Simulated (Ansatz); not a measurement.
# A hypothetical structure for CrIBr2, part 2 of 2

Starting from a made-up structure for CrIBr2, the aim is the relaxed cell, its shortest contacts and, where a second run follows, its electronic structure.

Ansatz 0.2.0; DFT, PBEsol, plane-wave PAW, files of the set soft_1, scalar-relativistic, ferromagnetic start, cell and ions relaxed at zero pressure; PAW set soft_1 (the session's first sound run).

So far: Set-up; Relaxing cell and atoms.

In doubt: warnings of the run leave room for a lower electronic state, so energies may not be the lowest and differences between runs may mislead.

**3. Electronic structure of the relaxed cell**

A second self-consistent run takes a narrower smearing and the mesh shown in its input; the bands follow along the standard path of the relaxed lattice.

This step: DFT, PBEsol, plane-wave PAW, files of the set soft_1, scalar-relativistic, ferromagnetic start, bands and density of states at the relaxed cell; PAW set soft_1 (Ansatz 0.2.0).

Contents of input.yaml:

```yaml
crystal:
  lattice:
    - [5.8176871916, -3.4491458391, -0.0025262798]
    - [5.8176871916, 3.4491458391, -0.0025262798]
    - [-0.0281621455, 0.0, 6.2532952603]
  atoms:
    - { symbol: I, position: [0.3182302487, 0.6817697513, 0.75] }
    - { symbol: I, position: [0.6817697513, 0.3182302487, 0.25] }
    - { symbol: Br, position: [-0.0112537782, 0.7208373313, 0.2486677794] }
    - { symbol: Br, position: [0.7208373313, -0.0112537782, 0.7486677794] }
    - { symbol: Br, position: [0.2791626687, 1.0112537782, 0.2513322206] }
    - { symbol: Br, position: [1.0112537782, 0.2791626687, 0.7513322206] }
    - { symbol: Cr, position: [0.0, 0.0, 0.0], spin: 2.8 }
    - { symbol: Cr, position: [0.0, 0.0, 0.5], spin: 2.8 }
magnetization:
  spin_polarized: true
kpoints:
  mp_grid: { grid: [6, 6, 6] }
  band_path:
    path:
      - [[0.0, 0.0, 0.0], [0.49893928, 0.49893928, -0.76909393], [0.03892687, 0.03892687, -1.03309819], [0.5, 0.5, -0.5], [0.66293084, 0.33706916, -0.5]]
      - [[0.33706916, -0.33706916, 0.5], [0.0, 0.0, 0.5], [0.95895168, 0.95895168, 0.49491033], [0.96107313, 0.96107313, 0.03309819]]
      - [[0.04104832, -0.95895168, -0.49491033], [0.50106072, -0.49893928, -0.23090607], [0.5, -0.5, 0.0], [0.0, 0.0, 0.0], [0.5, 0.0, -0.5]]
      - [[0.5, 0.0, 0.0], [0.0, 0.0, 0.0]]
    npoints: 6
scf:
  occupations: { method: fermi_dirac, width: 0.03 }
  n_extra_bands: 15
hamiltonian:
  xc: pbesol
  pseudopotentials: { kind: paw, azcp: { folder: soft_1 }, xc_functional: pbe }
output:
  forces: true
  stress: true
  write_bands: true
  dos: { projected: true }
  write_density: true
  write_potential: true
  elf: true
  volumetric_format: npy
```

On the command line:

```
> ansatz run input.yaml --threads 4 --pin off --max-ram 10240MiB --backend cpu --events-out ev --progress --plain --runs-dir out
```

Numbers of over 12 decimals in the logs are rounded to 6 here.

What it wrote:

```text
[...]
Crystal: 8 atoms, lattice volume = 250.957 Å³
Basis set: ecut = 420 eV, 4929 PW (Γ), exchange–correlation on 96×96×90 points (8 copies of the dense FFT grid, shifted against one another)
Bands: 60, of which v1, the nominal top of the filled ones, is band 45 counted from 1 (44 counted from 0)
Symmetry: 4 space group operations
[...]
k-points: 68 of 216
[...]
Starting moments: Σ|m| = 5.6 μB on 2 of 8 sites
[...]
SCF iter   1: F=—  HF=-32517.609464 eV  |F-HF|=—  |Δ(HF+E_count)|=         —  Δρ=4.79e-2 (↑4.79e-2 ↓1.86e-2)  dr2=2.27e1  dr2_m=1.16e0  M=5.939 μB ∫|m|=6.687 μB  β_m=0.30  ethr=3.10e-3  ⟨swp⟩=10.1  Hψ=38713  notcnv=0  defer=3
[...]
SCF iter  12: F=-32513.915807 eV  HF=-32513.915807 eV  |F-HF|=6.51e-10  |Δ(HF+E_count)|=   1.35e-9  Δρ=1.99e-7 (↑1.99e-7 ↓1.75e-7)  dr2=4.75e-10  dr2_m=4.43e-12  M=6.000 μB ∫|m|=6.823 μB  ethr=9.76e-11  ⟨swp⟩=18.4  Hψ=64780  notcnv=0
SCF 1 converged in 12 iterations: F = -32513.915807 eV  dr2 = 4.75e-10
[...]
NSCF: frozen V_eff on 76 k-points
SCF converged after 12 iterations
Magnetization: 6.0000 μB (48.0000 up, 42.0000 down)
Absolute magnetization: 6.8121 μB (∫|ρ↑−ρ↓|, with the PAW one-centre terms)
[...]
Per-site moments (μB) at R_I (Å): [(-0.047551, 1.111696), (-0.047551, 1.111696), (-0.024443, 1.023166), (-0.024443, 1.023166), (-0.024443, 1.023166), (-0.024443, 1.023166), (2.762598, 1.023166), (2.762598, 1.023166)]
Free energy (F): -32513.915807 eV
[...]
Internal energy: -32513.915807 eV  (E = F + TS)
E sigma→0 (E₀):  -32513.915807 eV
Entropy (-TS):   -0.000000 eV (-0.000 meV/atom)
Fermi energy:    4.838518 eV
[...]
--- Forces (eV/Å), atoms counted from 1 ---
  atom   1  I      0.00000000    -0.00318555    -0.00000000
  atom   2  I     -0.00000000     0.00318555     0.00000000
  atom   3  Br    -0.01049663     0.01083012    -0.00037797
  atom   4  Br    -0.01049663    -0.01083012    -0.00037797
  atom   5  Br     0.01049663     0.01083012     0.00037797
  atom   6  Br     0.01049663    -0.01083012     0.00037797
  atom   7  Cr    -0.00000000     0.00000000    -0.00000000
  atom   8  Cr     0.00000000    -0.00000000    -0.00000000
  max |Σ_I F_I| component: 1.51e-28 eV/Å
--- Stress (GPa, compression-positive) ---
        0.047771      -0.000000      -0.001557
       -0.000000      -0.017840      -0.000000
       -0.001557      -0.000000       0.027623
  P = ⅓ Tr σ = 0.0192 GPa (0.192 kbar)
--- Band table (eV; the first three rows and the last of 136) ---
  k-point 0 ↑: bands = [... 41 lower, 3.4245, 3.6345, 3.7328, 3.8449, 4.2104, 4.2985, 4.3846, 5.2692, ... 11 higher]
  k-point 1 ↑: bands = [... 41 lower, 3.4663, 3.6434, 3.7056, 3.7452, 4.1637, 4.2929, 4.3731, 5.4738, ... 11 higher]
  k-point 2 ↑: bands = [... 41 lower, 3.3821, 3.6665, 3.7865, 3.9268, 4.0295, 4.2212, 4.3163, 5.8691, ... 11 higher]
  k-point 67 ↓: bands = [... 41 lower, 3.4916, 6.4292, 6.4292, 6.4853, 6.4853, 6.5379, 6.5379, 7.1570, ... 11 higher]
```

Elapsed: 55 s, on 4 threads of Arm Neoverse V2, shared host; peak memory 1.6 GiB; 3.6 min of CPU time.

This step gave:

```yaml
free_energy: -32513.9158 eV
fermi_energy: 4.839 eV
gap_by_band_count: 0.8559 eV
site_moments: -0.04755, -0.04755, -0.02444, -0.02444, -0.02444, -0.02444, 2.763, 2.763 μB
pressure: 0.01918 GPa
```

bands.tsv at the labelled points (eV, zero at the valence-band top; the bands that come nearest the gap along the path):

```tsv
point	band_42_up	band_43_up	band_44_up	band_45_up	band_46_up	band_47_up	band_40_dn	band_41_dn
Γ	-0.76	-0.66	-0.55	-0.18	-0.09	-0.01	-0.68	-0.55
Y	-0.80	-0.68	-0.62	-0.28	-0.22	-0.13	-0.88	-0.54
F	-0.77	-0.66	-0.55	-0.18	-0.09	-0.01	-0.70	-0.55
L	-0.57	-0.57	-0.43	-0.43	-0.35	-0.35	-0.90	-0.90
I	-0.50	-0.50	-0.45	-0.45	-0.30	-0.30	-0.70	-0.70
I1	-0.50	-0.50	-0.45	-0.45	-0.30	-0.30	-0.70	-0.70
Z	-0.55	-0.55	-0.35	-0.35	-0.22	-0.22	-0.77	-0.77
H	-0.56	-0.55	-0.36	-0.35	-0.23	-0.22	-0.78	-0.77
F1	-0.77	-0.66	-0.55	-0.18	-0.09	-0.01	-0.70	-0.55
H1	-0.56	-0.55	-0.36	-0.35	-0.23	-0.22	-0.78	-0.77
Y1	-0.80	-0.68	-0.62	-0.28	-0.22	-0.13	-0.88	-0.54
X	-0.75	-0.67	-0.48	-0.30	-0.15	-0.05	-0.69	-0.40
Γ	-0.76	-0.66	-0.55	-0.18	-0.09	-0.01	-0.68	-0.55
N	-0.53	-0.53	-0.42	-0.42	-0.23	-0.23	-0.70	-0.70
M	-0.97	-0.90	-0.48	-0.39	-0.13	-0.08	-0.88	-0.41
Γ	-0.76	-0.66	-0.55	-0.18	-0.09	-0.01	-0.68	-0.55
```

Highest filled and lowest empty level along the path:

```
distance (1/Å)  highest filled (eV)  lowest empty (eV)
          0.00                -0.01               0.88
          0.63                -0.27               1.40
          1.13                -0.05               1.00
          1.50                -0.01               0.89
          1.99                -0.14               1.35
          2.34                -0.34               1.38
          2.53                -0.30               1.31
          2.84                -0.30               1.33
          3.32                -0.23               1.55
          4.01                -0.23               1.51
          4.42                -0.04               1.32
          4.65                -0.22               1.64
          5.02                -0.14               1.34
          5.29                -0.09               1.01
          5.44                -0.05               0.86
          6.05                -0.11               1.01
          6.60                -0.05               1.10
          7.08                -0.23               1.17
          7.35                -0.05               1.02
```

Spin density in the ab plane of the conventional cell at fractional z = 0.249, with atoms of I and Br within 0.2 Å of it.

Values in units of 1e-2 e/Å³, 10 rows by 16 columns, each cell a mean:
```
 0.9 -2.4  0.5  1.5  0.2  0.1  0.3 -0.6 -0.9  0.3  0.2  0.1  1.1  1.5 -2.5  0.2
-0.4 -1.0  0.5 -0.5  0.0  0.2  0.9  0.7 -0.1  1.1  0.3  0.0 -0.4  0.2 -0.6 -0.6
-0.1  0.8  1.5 -0.1  0.0  0.1  0.0 -1.2 -1.7 -0.1  0.1  0.0 -0.2  1.1  1.3  0.0
 0.0  0.2  0.3  0.1  0.1  0.0 -0.3 -0.9 -1.0 -0.4 -0.1  0.1  0.1  0.3  0.3  0.0
-0.4  0.0  0.1  0.1  0.4  0.3 -0.5  1.3  1.8 -0.3  0.0  0.5  0.1  0.1  0.0 -0.3
-0.9  0.3  0.2  0.1  1.1  1.5 -2.5  0.2  0.9 -2.4  0.5  1.5  0.2  0.1  0.3 -0.6
-0.1  1.1  0.3  0.0 -0.4  0.2 -0.6 -0.6 -0.4 -1.0  0.5 -0.5  0.0  0.2  0.9  0.7
-1.7 -0.1  0.1  0.0 -0.2  1.1  1.3  0.0 -0.1  0.8  1.5 -0.1  0.0  0.1  0.0 -1.2
-1.0 -0.4 -0.1  0.1  0.1  0.3  0.3  0.0  0.0  0.2  0.3  0.1  0.1  0.0 -0.3 -0.9
 1.8 -0.3  0.0  0.5  0.1  0.1  0.0 -0.3 -0.4  0.0  0.1  0.1  0.4  0.3 -0.5  1.3
```
Columns run along a (11.6 Å), rows up along b (6.9 Å), edges of the conventional cell, whose origin can differ from the input's. Atoms in or near the plane, at fractional coordinates: I at (0.00, 0.32), I at (0.50, 0.82), Br at (0.35, 0.37), Br at (0.85, 0.87), Br at (0.15, 0.87), Br at (0.65, 0.37).

ELF of down spins in the ab plane of the conventional cell at fractional z = 0.249, with atoms of I and Br within 0.2 Å of it. It is the smooth field of the valence electrons, not physical close to the nuclei.

Values, 10 rows by 16 columns, each cell a mean:
```
0.37 0.75 0.59 0.86 0.42 0.15 0.71 0.66 0.62 0.75 0.27 0.25 0.84 0.65 0.71 0.50
0.39 0.72 0.29 0.82 0.41 0.25 0.74 0.37 0.33 0.69 0.41 0.25 0.83 0.37 0.61 0.53
0.23 0.78 0.87 0.76 0.20 0.17 0.65 0.45 0.40 0.65 0.29 0.11 0.67 0.87 0.83 0.36
0.05 0.24 0.45 0.23 0.05 0.10 0.26 0.56 0.59 0.34 0.11 0.06 0.16 0.44 0.31 0.07
0.50 0.27 0.04 0.07 0.52 0.69 0.51 0.26 0.23 0.44 0.67 0.61 0.14 0.03 0.20 0.47
0.62 0.75 0.27 0.25 0.84 0.65 0.71 0.50 0.37 0.75 0.59 0.86 0.42 0.15 0.71 0.66
0.33 0.69 0.41 0.25 0.83 0.37 0.61 0.53 0.39 0.72 0.29 0.82 0.41 0.25 0.74 0.37
0.40 0.65 0.29 0.11 0.67 0.87 0.83 0.36 0.23 0.78 0.87 0.76 0.20 0.17 0.65 0.45
0.59 0.34 0.11 0.06 0.16 0.44 0.31 0.07 0.05 0.24 0.45 0.23 0.05 0.10 0.26 0.56
0.23 0.44 0.67 0.61 0.14 0.03 0.20 0.47 0.50 0.27 0.04 0.07 0.52 0.69 0.51 0.26
```
Columns run along a (11.6 Å), rows up along b (6.9 Å), edges of the conventional cell, whose origin can differ from the input's. Atoms in or near the plane, at fractional coordinates: I at (0.00, 0.32), I at (0.50, 0.82), Br at (0.35, 0.37), Br at (0.85, 0.87), Br at (0.15, 0.87), Br at (0.65, 0.37).

ELF in the ab plane of the conventional cell at fractional z = 0.249, with atoms of I and Br within 0.2 Å of it. It is the smooth field of the valence electrons, not physical close to the nuclei.

Ten even steps from '0' (0.01) to '9' (0.91), each cell a mean:
```
147889998300478777886201599988852
258733898302787545788401699525873
158611698302786333588501699303873
158866897203786333478510589757972
048999985102686323577400379999961
025899862000366655664100047999730
001356410000024666531000003565200
100001000133212343211232100010000
543100003687642111235787510000245
787620027999985312478999840014788
678861038996687413687689961037876
347872038971168523783049961058853
336872038972378513785259951158743
336872016998998412799899840058742
356741004799997301589998610036754
666410001478863000257875200002566
543111100023210000002321000111245
222245541000001232100000025653222
124689985100136777642000379987531
```
Columns run along a (11.6 Å), rows up along b (6.9 Å), edges of the conventional cell, whose origin can differ from the input's. Atoms in or near the plane, at fractional coordinates: I at (0.00, 0.32), I at (0.50, 0.82), Br at (0.35, 0.37), Br at (0.85, 0.87), Br at (0.15, 0.87), Br at (0.65, 0.37).

**4. What came out**

| Property | Result |
| --- | --- |
| space group, relaxed | C2/c |
| conventional cell | a = 11.635, b = 6.898, c = 6.253 Å; α = 90.0°, β = 90.3°, γ = 90.0° |
| volume per atom | 31.37 Å³ (guess 31.66) |
| total moment | 6.00 μB in the cell of 8 atoms |

CrIBr2 relaxes to C2/c with a = 11.635, b = 6.898 and c = 6.253 Å. The guessed volume was near the relaxed one. The space group C2/c was held in the relaxation, so the end point is a stationary structure within it and may be a saddle against distortions or other arrangements. The input starts from parallel moments, and no other start was typed. The electronic state may lie above the lowest one. It has an indirect Kohn–Sham gap of 0.86 eV, which semilocal functionals understate. On the 6×6×6 mesh with the narrower smearing (relaxed on 5×5×5) the largest force component is 0.011 eV/Å and the largest stress component is 0.048 GPa, within the relaxation's thresholds of 0.015 eV/Å and 0.05 GPa. The cutoff wasn't tested. Spin-orbit coupling is left out, which can matter for elements this heavy. No dispersion term is used, so weakly bound directions may come out too long. The program estimates, without running it, that another magnetic order lies lower than the one relaxed here. Nothing here tests whether the compound is stable against decomposition.

[Logs are printed without paths, hosts, clocks, repeated set-up lines and the standing remarks that a program may print on its own settings, such as how far it seeks lower states.]

[Hosts, paths, dates, database ids (printed as entryN), source tags and the programs' standing remarks are cut or masked in the printed files.]
